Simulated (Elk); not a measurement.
# Optical conductivity and Kerr rotation of MnHg

Wanted: σ_xx, σ_xy and the Kerr angle of MnHg with spin–orbit coupling.

Calculated with Elk 11.2.3 (patched build); PBE; all-electron APW+lo, Dirac cores, scalar-relativistic bands with second-variational spin-orbit coupling.

Report form: the programs' logs are mostly left out.

### Step 1. Set-up

The structure is tetragonal, space group P4/mmm (No. 123). Conventional cell: a = 3.288 Å, b = 3.288 Å, c = 3.313 Å, α = 90.00°, β = 90.00°, γ = 90.00°. Mn has 8 Hg at 2.85 Å nearest. Hg has 8 Mn at 2.85 Å nearest. Farther neighbours are not listed.

### Step 2. Ground state with spin–orbit coupling

In a ferromagnet the Kerr effect comes from exchange splitting and spin–orbit coupling together. The parallel order is imposed here; no other order was tried.

In this input [001] lies along z, the axis of the moments and of the light.

Moments are seeded by fields in the spheres (the last three columns under atoms), set against the wanted direction and reduced each loop.

Input file elk.in:

```
tasks
  0
  15

xctype
  20

rgkmax
  7.0

nempty
  14

swidth
  0.002

reducebf
  0.5

epsengy
  1e-05

maxscl
  100

lmaxi
  3

spinpol
  .true.

spinorb
  .true.

cmagz
  .true.

sppath
  './'

avec
  6.21341949777 0.00000000000 0.00000000000
  0.00000000000 6.21341949777 0.00000000000
  0.00000000000 0.00000000000 6.26066265089

atoms
  2
  'Mn.in'
  1
  0.5000000000 0.5000000000 0.5000000000   0.000000 0.000000 -0.262500
  'Hg.in'
  1
  0.0000000000 0.0000000000 0.0000000000   0.000000 0.000000 0.000000

ngridk
  8 8 8
```

The run is started by

```sh
$ OMP_NUM_THREADS=2 elk
```

Run time: 21 min. Hardware: 2 threads of Intel Xeon Platinum 8259CL at 2.50GHz (Skylake/Cascade Lake), shared host; peak memory 0.24 GiB; 41 min of CPU time.

Numbers from this step:

```
density of states at the Fermi level : 1.670 states/eV/cell
moment between the spheres           : 0.1206 μB
magnetization                        : 3.881 μB
final state                          : ferromagnetic
largest moment                       : 3.817 μB
```

After 22 cycles the largest moment stands at 3.82 μB.

Orbital moment <L> in the sphere by atom:

```csv
atom,x (μB),y (μB),z (μB),size
Mn1,0.0000,0.0000,-0.0055,0.0055
Hg2,0.0000,0.0000,0.0156,0.0156
```

### Step 3. States and momentum matrix elements on a finer mesh

Optical spectra need more k points than the density, so the states are solved once on a finer mesh in the saved potential.

elk.in: that of step 2 with these lines changed.

```diff
@@ -1,4 +1,4 @@
 tasks
-  0
-  15
+  1
+  120
 
@@ -23,3 +23,3 @@
 maxscl
-  100
+  1
 
@@ -49,3 +49,3 @@
   1
-  0.5000000000 0.5000000000 0.5000000000   0.000000 0.000000 -0.262500
+  0.5000000000 0.5000000000 0.5000000000   0.000000 0.000000 -0.000262
   'Hg.in'
@@ -55,2 +55,2 @@
 ngridk
-  8 8 8
+  12 12 12
```

The run is started by

```sh
$ OMP_NUM_THREADS=2 elk
```

Elapsed: 3.7 min, on 2 threads; peak memory 0.27 GiB.

This step gave:

```yaml
magnetization: 3.884 μB
largest_moment: 3.818 μB
```

### Step 4. Optics with a broadening of 0.11 eV

The broadening stands for the lifetime of the excited states; it lowers and widens the peaks.

elk.in: that of step 3 with these lines changed.

```diff
@@ -1,4 +1,4 @@
 tasks
-  1
-  120
+  121
+  122
 
@@ -14,3 +14,3 @@
 swidth
-  0.002
+  0.004
 
@@ -23,3 +23,3 @@
 maxscl
-  1
+  100
 
@@ -35,2 +35,5 @@
 cmagz
+  .true.
+
+intraband
   .true.
@@ -56 +59,10 @@
   12 12 12
+
+wplot
+  240 100 0
+  0.00000 0.30000
+
+optcomp
+  1 1
+  1 2
+  3 3
```

The run is started by

```sh
$ OMP_NUM_THREADS=2 elk
```

It took 86 s on 2 threads; peak memory 0.05 GiB; 2.9 min of CPU time.

Intraband term included. Table of polar Kerr angle by photon energy; values in degrees:

```csv
photon energy (eV),rotation,ellipticity
0.0,0,0
0.5,-0.00352,-0.0387
1.0,-0.0854,-0.344
1.5,-0.0427,0.188
2.0,0.466,-0.312
2.5,0.919,0.228
3.0,-0.309,0.128
3.5,-0.377,0.330
4.0,0.0714,0.801
4.5,0.445,0.356
5.0,-0.556,0.487
5.5,0.143,0.599
6.0,-0.495,-0.212
6.5,-1.22,-0.116
7.0,0.335,1.29
7.5,-0.738,0.270
8.0,-2.05,-0.995
```

Intraband term included. Table of optical conductivity by photon energy:

```csv
photon energy (eV),Re sigma xx (S/cm),Im sigma xx (S/cm),Re sigma xy (S/cm),Im sigma xy (S/cm),Re sigma zz (S/cm),Im sigma zz (S/cm)
0.0,44160,0,-86.6,0,42028,0
0.5,5201,8089,-63.3,-45.2,5470,8211
1.0,2760,4573,-180,-99.1,2811,4807
1.5,2384,1747,35.3,13.1,2326,1855
2.0,3894,1088,-128,-82.3,3803,1441
2.5,3314,404,-69.6,-159,3406,321
3.0,4714,-175,90.5,27.2,4545,-153
3.5,4946,-85.5,141,-1.08,4954,-113
4.0,7423,706,279,-270,7350,654
4.5,7947,5417,257,-270,7768,5189
5.0,4471,4522,85.1,227,4401,4734
5.5,3192,3531,120,21.1,3286,3520
6.0,3569,2862,-51.4,82.5,3498,2795
6.5,3151,2771,-54.4,175,3186,2657
7.0,3548,3147,232,-8.44,3433,3043
7.5,3042,3186,1.94,116,2996,3147
8.0,2376,3052,-208,158,2524,3059
```

### Step 5. Optics with a broadening of 0.49 eV

elk.in: that of step 4 with these lines changed.

```diff
@@ -14,3 +14,3 @@
 swidth
-  0.004
+  0.018
```

The run is started by

```sh
$ OMP_NUM_THREADS=2 elk
```

The job ended after 87 s (2 threads; peak memory 0.05 GiB).

Intraband term included. Polar Kerr angle against photon energy; values in degrees:

```csv
photon energy (eV),rotation,ellipticity
0.0,0,0
0.2,0.0101,-0.0177
0.4,0.0128,-0.0332
0.6,0.0167,-0.0530
0.8,0.0280,-0.0812
1.0,0.0617,-0.110
1.2,0.109,-0.113
1.4,0.135,-0.102
1.6,0.165,-0.115
1.8,0.236,-0.117
2.0,0.316,-0.0677
2.2,0.373,0.0243
2.4,0.382,0.145
2.6,0.324,0.262
2.8,0.216,0.319
3.0,0.130,0.306
3.2,0.0858,0.286
3.4,0.0482,0.264
3.6,0.0426,0.229
3.8,0.0655,0.232
4.0,0.0597,0.264
4.2,0.0423,0.282
4.4,0.0327,0.316
4.6,-0.0138,0.371
4.8,-0.104,0.392
5.0,-0.186,0.360
5.2,-0.227,0.314
5.4,-0.253,0.298
5.6,-0.319,0.287
5.8,-0.395,0.216
6.0,-0.414,0.119
6.2,-0.405,0.0458
6.4,-0.387,-0.0329
6.6,-0.303,-0.102
6.8,-0.192,-0.0466
7.0,-0.225,0.0896
7.2,-0.380,0.125
7.4,-0.527,0.0509
7.6,-0.647,-0.0854
7.8,-0.732,-0.304
8.0,-0.697,-0.603
```

### Step 6. A faulty input

A slip in the input shows what the program catches and what it lets pass.

elk.in: that of step 2 with these lines changed.

```diff
@@ -2,3 +2,2 @@
   0
-  15
 
@@ -23,3 +22,3 @@
 maxscl
-  100
+  50
 
@@ -55,2 +54,2 @@
 ngridk
-  8 8 8
+  1 1 1
```

The run is started by

```sh
$ OMP_NUM_THREADS=2 elk
```

It took 32 s on 2 threads; peak memory 0.22 GiB.

Convergence was reached, yet the input spoils the result.

The fault in the input: one k-point for a small cell.

The largest moment is 2.94 μB against 3.82 μB in the first run, and the free energy lies -2.07 eV from it.

A single point can't sample the zone of a small cell; the mesh must follow the cell's size.

### Step 7. The strongest peak

The largest local extreme of the rotation above 0.5 eV, for majority spin along +z:

```csv
broadening (eV),energy (eV),rotation (°),ellipticity (°),rotation at 1.96 eV (°)
0.11,7.96,-2.072,-0.641,0.379
0.49,7.86,-0.740,-0.385,0.301
```

### Step 8. Outcome

```json
{
 "net spin moment": "3.88 μB a cell",
 "strongest peak above 0.5 eV": "-2.1° at 8.0 eV",
 "rotation at 1.96 eV": "0.38°"
}
```

In words: Above 0.5 eV the rotation peaks at 7.96 eV, with -2.1° for majority spin along +z at a broadening of 0.11 eV. The run's majority spin points along +z; the magnetisation points the other way, and the angle changes sign with it. The intraband term is included. Large rotations where σ_xx nears a plasma edge or a gap are sensitive to the broadening. These are independent-particle spectra on a 12×12×12 mesh, not shown converged.

[Logs and program files are shortened in this print: banners, set-up blocks, solver, clock and traceback lines can be left out without a mark of their own.]

[Logs are printed without paths, hosts, clocks, repeated set-up lines and the standing remarks that a program may print on its own settings, such as how far it seeks lower states.]

[Hosts, paths, dates, database ids (printed as entryN), source tags and the programs' standing remarks are cut or masked in the printed files.]

[Where a cell is said to come from a database of computed structures, the database is the Materials Project.]
